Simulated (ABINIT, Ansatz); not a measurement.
# LiBeH3 (Pm-3m): phonons by linear response, part 3 of 4

Aim: the phonon dispersion of LiBeH3 (Pm-3m), checked by a second program.

ABINIT 10.8.3; DFT LDA, scalar-relativistic, plane waves, PseudoDojo norm-conserving pseudopotentials.

So far, highest frequency (cm⁻¹): step 7 (dispersion) 1895. The relaxed cell has a = 3.121 Å (conventional setting).

The structure was built from a prototype and need not be the compound's stable phase.

## (8) Density of states

Sums over the zone need many more wavevectors than were solved, so the interpolation is sampled on a dense mesh.

The input, anaddb.abi:

```
ddb_filepath "all_DDB"
output_file "anaddb.abo"
outdata_prefix "anaddb"
ifcflag 1
ngqpt 4 4 4
nqshft 1
q1shft 0.0 0.0 0.0
asr 1
chneut 1
dipdip 1
dipquad 0
quadquad 0
prtdos 2
ng2qpt 14 14 14
dosdeltae 4.5563e-06
ntemper 11
temperinc 100.0
tempermin 0.0
```

Run with:

```sh
> OMP_NUM_THREADS=1 anaddb anaddb.abi > anaddb.log
```

anaddb.abo, the main output file:

```text
[banners, grids, parts of the stress and lines that vanish by symmetry left out]
-outvars_anaddb: echo values of input variables ----------------------

 Flags :
     ifcflag         1
 Miscellaneous information :
         asr         1
 Interatomic Force Constants Inputs :
      dipdip         1
     dipquad         0
    quadquad         0
      ifcana         0
      ifcout         0
 Description of grid 1 :
        brav         1
       ngqpt         4         4         4
      nqshft         1
      q1shft
                     0.00000000E+00  0.00000000E+00  0.00000000E+00
 Phonon DOS information :
   dosdeltae  4.55630000E-06
    dossmear  4.55633525E-06
 Description of grid 2 (Fourier interp. or BZ sampling):
      ng2qpt        14        14        14
      ngrids         4
      q2shft         0.00000000E+00  0.00000000E+00  0.00000000E+00

================================================================================

 read the DDB information and perform some checks

  ==== Info on the Cryst% object ====
 Real(R)+Recip(G) space primitive vectors, cartesian coordinates (Bohr,Bohr^-1):
 R(1)=  5.8981783  0.0000000  0.0000000  G(1)=  0.1695439  0.0000000  0.0000000
 R(2)=  0.0000000  5.8981783  0.0000000  G(2)=  0.0000000  0.1695439  0.0000000
 R(3)=  0.0000000  0.0000000  5.8981783  G(3)=  0.0000000  0.0000000  0.1695439
 Unit cell volume ucvol=  2.0518882E+02 bohr^3
 Angles (23,13,12)=  9.00000000E+01  9.00000000E+01  9.00000000E+01 degrees
 Time-reversal symmetry is present
 Reduced atomic positions [iatom, xred, symbol]:
    1)    0.0000000  0.0000000  0.0000000  Li
    2)    0.5000000  0.5000000  0.5000000  Be
    3)    0.5000000  0.5000000  0.0000000   H
    4)    0.5000000  0.0000000  0.5000000   H
    5)    0.0000000  0.5000000  0.5000000   H

 DDB file with 10 blocks has been read.

================================================================================

 Dielectric Tensor and Effective Charges

 anaddb : Zero the imaginary part of the Dynamical Matrix at Gamma,
   and impose the ASR on the effective charges

 The violation of the charge neutrality conditions
 by the effective charges is as follows :
    atom        electric field
 displacement     direction
       1               1       -0.052394        0.000000
       1               2        0.000000        0.000000
       1               3        0.000000        0.000000
       2               1        0.000000        0.000000
       2               2       -0.052394        0.000000
       2               3        0.000000        0.000000
       3               1        0.000000        0.000000
       3               2        0.000000        0.000000
       3               3       -0.052394        0.000000

 Effective charge tensors after
 imposition of the charge neutrality (if requested by user),
 and eventual restriction to some part :
   atom    displacement
         1         1    1.265897E+00    0.000000E+00    0.000000E+00
         1         2    0.000000E+00    1.265897E+00    0.000000E+00
         1         3    0.000000E+00    0.000000E+00    1.265897E+00
         2         1    2.262285E+00    0.000000E+00    0.000000E+00
         2         2    0.000000E+00    2.262285E+00    0.000000E+00
         2         3    0.000000E+00    0.000000E+00    2.262285E+00
         3         1   -7.469810E-01    0.000000E+00    0.000000E+00
         3         2    0.000000E+00   -7.469810E-01    0.000000E+00
         3         3    0.000000E+00    0.000000E+00   -2.034219E+00
         4         1   -7.469810E-01    0.000000E+00    0.000000E+00
         4         2    0.000000E+00   -2.034219E+00    0.000000E+00
         4         3    0.000000E+00    0.000000E+00   -7.469810E-01
         5         1   -2.034219E+00    0.000000E+00    0.000000E+00
         5         2    0.000000E+00   -7.469810E-01    0.000000E+00
         5         3    0.000000E+00    0.000000E+00   -7.469810E-01
 Now, the imaginary part of the dynamical matrix is zeroed

================================================================================

 Calculation of the interatomic forces

       Homogeneous q point set in the B.Z.
 Grid q points  :       64
  1)   0.00000000E+00  0.00000000E+00  0.00000000E+00
  2)   2.50000000E-01  0.00000000E+00  0.00000000E+00
  3)   5.00000000E-01  0.00000000E+00  0.00000000E+00
  4)  -2.50000000E-01  0.00000000E+00  0.00000000E+00
  5)   0.00000000E+00  2.50000000E-01  0.00000000E+00
  6)   2.50000000E-01  2.50000000E-01  0.00000000E+00
  7)   5.00000000E-01  2.50000000E-01  0.00000000E+00
  8)  -2.50000000E-01  2.50000000E-01  0.00000000E+00
  9)   0.00000000E+00  5.00000000E-01  0.00000000E+00
 10)   2.50000000E-01  5.00000000E-01  0.00000000E+00
 11)   5.00000000E-01  5.00000000E-01  0.00000000E+00
 12)  -2.50000000E-01  5.00000000E-01  0.00000000E+00
 13)   0.00000000E+00 -2.50000000E-01  0.00000000E+00
 14)   2.50000000E-01 -2.50000000E-01  0.00000000E+00
[...]
58)   2.50000000E-01  5.00000000E-01 -2.50000000E-01
 59)   5.00000000E-01  5.00000000E-01 -2.50000000E-01
 60)  -2.50000000E-01  5.00000000E-01 -2.50000000E-01
 61)   0.00000000E+00 -2.50000000E-01 -2.50000000E-01
 62)   2.50000000E-01 -2.50000000E-01 -2.50000000E-01
 63)   5.00000000E-01 -2.50000000E-01 -2.50000000E-01
 64)  -2.50000000E-01 -2.50000000E-01 -2.50000000E-01

 The interatomic forces have been obtained

================================================================================

 Calculation of phonon density of states

 Average speed of sound partial sums:     0.3594649025E-02 (at units)
-                                   =           7.8640 [km/s]

 Debye frequency from partial sums:     0.2375503038E-02 (Ha)
-                                 =     0.1563005914E+02 (THz)
-Debye temperature from partial sums:     0.7501245308E+03 (K)

 Average speed of sound:     0.6691984467E-04 (at units)
-                      =           0.1464 [km/s]

 Debye frequency from DOS:     0.4422359269E-04 (Ha)
-                        =     0.2909772617E+00 (THz)
-Debye temperature from DOS:     0.1396470608E+02 (K)

-
```

Wall time 4.2 s (1 thread of Intel Xeon 6975P-C (Granite Rapids), shared host).

This step gave:

- share of modes beyond 3i cm⁻¹ on the dense interpolated mesh: 0.0423

The phonon density of states has structure finer than the step of the table below, so its rows give means over 50 cm⁻¹, whole bins alone (the curve runs from -639 to 1911 cm⁻¹). Peaks (cm⁻¹: height): 126.4: 0.0392, 177.4: 0.0241, 636.4: 0.0201, 925.4: 0.0148, 1010.4: 0.0232, 1418.4: 0.0517, 1826.4: 0.0084.

Tetrahedra. Table of phonon density of states by wavenumber; means over each step:

```tsv
wavenumber (cm⁻¹)	phonon density of states (1/cm⁻¹/cell)
-600	2.1e-4
-550	0.00116
-500	0.00119
-450	0.00129
-400	0.00122
-350	0.00107
-300	0.00103
-250	0.00104
-200	0.00103
-150	9.6e-4
-100	9.6e-4
-50	0.00104
0	0.00116
50	0.00166
100	0.0181
150	0.0200
200	0.0189
250	0.0117
300	0.0103
350	0.0114
400	0.00705
450	0.00747
500	0.00770
550	0.00440
600	0.00992
650	0.0174
700	0.0125
750	0.00796
800	0.00540
850	0.00788
900	0.0130
950	0.0101
1000	0.0196
1050	0.00431
1100	0
1150	0
1200	0
1250	0
1300	1.7e-4
1350	0.00299
1400	0.0230
1450	0.0142
1500	0
1550	3.6e-7
1600	8.7e-6
1650	2.3e-5
1700	0.00133
1750	0.00567
1800	0.00720
1850	0.00506
```

## (9) Modes with the sum rule

anaddb reads the merged derivatives, imposes the acoustic sum rule and charge neutrality, and adds the LO-TO term along chosen directions.

The input, anaddb.abi:

```
ddb_filepath "gamma_DDB"
output_file "anaddb.abo"
outdata_prefix "anaddb"
asr 1
chneut 1
enunit 2
eivec 1
nph1l 1
qph1l 0.0 0.0 0.0 1.0
dieflag 1
nph2l 3
qph2l 
    1.0 0.0 0.0 0.0
    0.0 0.0 1.0 0.0
    1.0 1.0 1.0 0.0
```

The input, mrgddb.in:

```
gamma_DDB
merged
2
dfpt_gammao_DS2_DDB
gso_DDB
```

Run with:

```sh
> mrgddb < mrgddb.in > mrgddb.log
> OMP_NUM_THREADS=1 anaddb anaddb.abi > anaddb.log
```

anaddb.abo, the main output file:

```text
[banners, grids, parts of the stress and lines that vanish by symmetry left out]
-outvars_anaddb: echo values of input variables ----------------------

 Flags :
[...]
Dielectric Tensor and Effective Charges
[...]
Effective charge tensors after
[...]
Phonon wavevector (reduced coordinates) :  0.00000  0.00000  0.00000
 Phonon energies in Hartree :
[...]
Phonon energies in meV     :
-  0.000000E+00  0.000000E+00  0.000000E+00  1.425768E+01  1.425768E+01
-  1.425768E+01  7.149277E+01  7.149277E+01  7.149277E+01  1.000783E+02
-  1.000783E+02  1.000783E+02  1.793560E+02  1.793560E+02  1.793560E+02
 Phonon frequencies in cm-1    :
-  0.000000E+00  0.000000E+00  0.000000E+00  1.149959E+02  1.149959E+02
-  1.149959E+02  5.766281E+02  5.766281E+02  5.766281E+02  8.071863E+02
-  8.071863E+02  8.071863E+02  1.446603E+03  1.446603E+03  1.446603E+03
 Phonon frequencies in Thz     :
-  0.000000E+00  0.000000E+00  0.000000E+00  3.447492E+00  3.447492E+00
-  3.447492E+00  1.728688E+01  1.728688E+01  1.728688E+01  2.419884E+01
-  2.419884E+01  2.419884E+01  4.336808E+01  4.336808E+01  4.336808E+01
 Phonon energies in Kelvin  :
-  0.000000E+00  0.000000E+00  0.000000E+00  1.654535E+02  1.654535E+02
-  1.654535E+02  8.296392E+02  8.296392E+02  8.296392E+02  1.161361E+03
-  1.161361E+03  1.161361E+03  2.081340E+03  2.081340E+03  2.081340E+03
[...]
-  1  0.00000000E+00  6.86034223E-07 -5.37658460E-03
-     0.00000000E+00  0.00000000E+00  0.00000000E+00
-  2  0.00000000E+00  6.86033429E-07 -5.37657838E-03
-     0.00000000E+00  0.00000000E+00  0.00000000E+00
-  3  0.00000000E+00  6.86033183E-07 -5.37657732E-03
-     0.00000000E+00  0.00000000E+00  0.00000000E+00
-  4  0.00000000E+00  6.86033294E-07 -5.37657645E-03
-     0.00000000E+00  0.00000000E+00  0.00000000E+00
-  5  0.00000000E+00  6.86033183E-07 -5.37657645E-03
-     0.00000000E+00  0.00000000E+00  0.00000000E+00
[...]
-  1  1.60574410E-06 -5.37658436E-03 -6.86002915E-07
-     0.00000000E+00  0.00000000E+00  0.00000000E+00
-  2  1.60574224E-06 -5.37657814E-03 -6.86002122E-07
-     0.00000000E+00  0.00000000E+00  0.00000000E+00
-  3  1.60574167E-06 -5.37657621E-03 -6.86001987E-07
-     0.00000000E+00  0.00000000E+00  0.00000000E+00
-  4  1.60574167E-06 -5.37657708E-03 -6.86001876E-07
-     0.00000000E+00  0.00000000E+00  0.00000000E+00
-  5  1.60574193E-06 -5.37657621E-03 -6.86001876E-07
-     0.00000000E+00  0.00000000E+00  0.00000000E+00
[...]
-  1  5.37658440E-03  1.60573072E-06  0.00000000E+00
-     0.00000000E+00  0.00000000E+00  0.00000000E+00
-  2  5.37657818E-03  1.60572887E-06  0.00000000E+00
-     0.00000000E+00  0.00000000E+00  0.00000000E+00
-  3  5.37657625E-03  1.60572829E-06  0.00000000E+00
-     0.00000000E+00  0.00000000E+00  0.00000000E+00
-  4  5.37657625E-03  1.60572855E-06  0.00000000E+00
-     0.00000000E+00  0.00000000E+00  0.00000000E+00
[...]
-  5 -2.09284434E-02  6.78724922E-07  0.00000000E+00
-     0.00000000E+00  0.00000000E+00  0.00000000E+00
[...]
-     1          0.000000     0.000000    -0.000001     0.000001
-     2          0.000000    -0.000001    -0.000000     0.000001
[...]
-   1     Real    0.0000E+00  0.0000E+00  0.0000E+00  0.0000E+00  0.0000E+00  0.0000E+00  0.0000E+00
[...]
-   2     Real    0.0000E+00  0.0000E+00  0.0000E+00  0.0000E+00  0.0000E+00  0.0000E+00  0.0000E+00
[...]
-   3     Real    0.0000E+00  0.0000E+00  0.0000E+00  0.0000E+00  0.0000E+00  0.0000E+00  0.0000E+00
[...]
-   4     Real    1.3048E-13  1.7712E-13  3.7901E-04  1.5202E-13 -7.0323E-09 -8.1934E-09  3.7901E-04
[...]
-   5     Real    2.4158E-13  3.7901E-04  1.7711E-13 -9.5688E-09 -2.0685E-13  8.1932E-09  3.7901E-04
[...]
-   6     Real    3.7901E-04  2.4157E-13  1.3049E-13  9.5687E-09  7.0326E-09  1.7755E-13  3.7901E-04
[...]
-   7     Real    3.8672E-12  6.9452E-12  1.7949E-03 -5.1825E-12  8.3315E-08 -1.1165E-07  1.7949E-03
[...]
-   8     Real    7.4235E-12  1.7949E-03  6.9459E-12 -1.1543E-07 -7.1807E-12  1.1166E-07  1.7949E-03
[...]
-   9     Real    1.7949E-03  7.4242E-12  3.8665E-12  1.1544E-07 -8.3308E-08 -5.3578E-12  1.7949E-03
[...]
-  10     Real    0.0000E+00  0.0000E+00  0.0000E+00  0.0000E+00  0.0000E+00  0.0000E+00  0.0000E+00
[...]
-  11     Real    0.0000E+00  0.0000E+00  0.0000E+00  0.0000E+00  0.0000E+00  0.0000E+00  0.0000E+00
[...]
-  12     Real    0.0000E+00  0.0000E+00  0.0000E+00  0.0000E+00  0.0000E+00  0.0000E+00  0.0000E+00
[...]
-  13     Real    0.0000E+00  0.0000E+00  1.1238E-03  0.0000E+00  0.0000E+00  0.0000E+00  1.1238E-03
[...]
-  14     Real    1.0128E-11  1.1238E-03  0.0000E+00 -1.0669E-07  0.0000E+00  0.0000E+00  1.1238E-03
[...]
-  15     Real    1.1238E-03  1.0128E-11  0.0000E+00  1.0669E-07  0.0000E+00  0.0000E+00  1.1238E-03
[...]
Phonon at Gamma, with non-analyticity in the
[...]
Phonon energies in Hartree :
[...]
Phonon energies in meV     :
[...]
Phonon frequencies in cm-1    :
[...]
Phonon frequencies in Thz     :
[...]
Phonon energies in Kelvin  :
[...]
-  3.329867E+02  8.296392E+02  8.296392E+02  1.161361E+03  1.161361E+03
-  1.161361E+03  1.392412E+03  2.081340E+03  2.081340E+03  2.414729E+03
[...]
-  1  0.00000000E+00  1.02000498E-06 -5.37658454E-03
-     0.00000000E+00  0.00000000E+00  0.00000000E+00
-  2  0.00000000E+00  1.02000380E-06 -5.37657833E-03
-     0.00000000E+00  0.00000000E+00  0.00000000E+00
-  3  0.00000000E+00  1.02000343E-06 -5.37657727E-03
-     0.00000000E+00  0.00000000E+00  0.00000000E+00
-  4  0.00000000E+00  1.02000360E-06 -5.37657639E-03
-     0.00000000E+00  0.00000000E+00  0.00000000E+00
-  5  0.00000000E+00  1.02000343E-06 -5.37657639E-03
-     0.00000000E+00  0.00000000E+00  0.00000000E+00
[...]
Phonon at Gamma, with non-analyticity in the
[...]
Phonon energies in Hartree :
[...]
Phonon energies in meV     :
-  0.000000E+00  0.000000E+00  0.000000E+00  1.425768E+01  1.425768E+01
-  2.869458E+01  7.149277E+01  7.149277E+01  1.000783E+02  1.000783E+02
-  1.000783E+02  1.199888E+02  1.793560E+02  1.793560E+02  2.080852E+02
 Phonon frequencies in cm-1    :
-  0.000000E+00  0.000000E+00  0.000000E+00  1.149959E+02  1.149959E+02
[...]
Phonon frequencies in Thz     :
[...]
Phonon energies in Kelvin  :
[...]
Phonon at Gamma, with non-analyticity in the
[...]
Phonon energies in Hartree :
[...]
Phonon energies in meV     :
[...]
Phonon frequencies in cm-1    :
[...]
Phonon frequencies in Thz     :
[...]
Phonon energies in Kelvin  :
[...]
-  3.329867E+02  8.296392E+02  8.296392E+02  1.161361E+03  1.161361E+03
-  1.161361E+03  1.392412E+03  2.081340E+03  2.081340E+03  2.414729E+03
[...]
-  4  5.67258041E-03  1.17947266E-02 -1.64338990E-03
-     0.00000000E+00  0.00000000E+00  0.00000000E+00
-  5 -1.66054534E-02 -4.02919051E-03 -1.64338990E-03
-     0.00000000E+00  0.00000000E+00  0.00000000E+00
[...]
Direction                     Dielectric constant
[...]
0.00000   0.00000   1.00000    109.16820471
   1.00000   1.00000   1.00000    109.16820471
-
```

The job ended after 0.67 s (1 thread).

Read from the output:

```yaml
mean_static_dielectric_constant: 109.2
highest_mode_moved_by_the_lo_to_term: 1678 cm⁻¹
```

No LO-TO term; unit eigenvectors of the mass-weighted matrix, from anaddb's displacements. Modes at Γ, with each element's share of the kinetic energy:

```tsv
mode	frequency (cm⁻¹)	symmetry	Li %	Be %	H %
1	0.0	acoustic	37	47	16
2	0.0	acoustic	37	47	16
3	0.0	acoustic	37	47	16
4	115.0	T1u	62	21	17
5	115.0	T1u	62	21	17
6	115.0	T1u	62	21	17
7	576.6	T1u	1	31	68
8	576.6	T1u	1	31	68
9	576.6	T1u	1	31	68
10	807.2	T2u	0	0	100
11	807.2	T2u	0	0	100
12	807.2	T2u	0	0	100
13	1446.6	T1u	0	1	99
14	1446.6	T1u	0	1	99
15	1446.6	T1u	0	1	99
```

Displacements in mode 5 (115.0 cm⁻¹), the largest set to 1:
```
Li1  0.00 -1.00  0.00
Be2  0.00  0.51  0.00
H3   0.00  0.84  0.00
H4   0.00  0.69  0.00
H5   0.00  0.84  0.00
```

Displacements in mode 14 (1446.6 cm⁻¹), the largest set to 1:
```
Li1  0.00  0.00  0.00
Be2  0.00 -0.03  0.00
H3   0.00 -0.34  0.00
H4   0.00  1.00  0.00
H5   0.00 -0.34  0.00
```

Trace of the oscillator strength, degenerate modes summed. Infrared lines, with heights relative to the strongest:

```tsv
position (cm⁻¹)	lines merged	IR intensity, relative
115	3	21
577	3	100
807	3	0.0
1447	3	63
```

Static dielectric tensor (ions relaxed, fixed cell):

```
109.2   0.0   0.0
  0.0 109.2   0.0
  0.0   0.0 109.2
```

Before neutrality was imposed the Born charges missed it by 0.052 e, so ε₀, the LO modes and the intensities above are not converged in mesh or cutoff.

(Part 3 of 4 ends here.)

[Host names and launcher messages were left out of these logs when they were recorded.]

[Logs are printed without paths, hosts, clocks, repeated set-up lines and the standing remarks that a program may print on its own settings, such as how far it seeks lower states.]

[Hosts, paths, dates, database ids (printed as entryN), source tags and the programs' standing remarks are cut or masked in the printed files.]
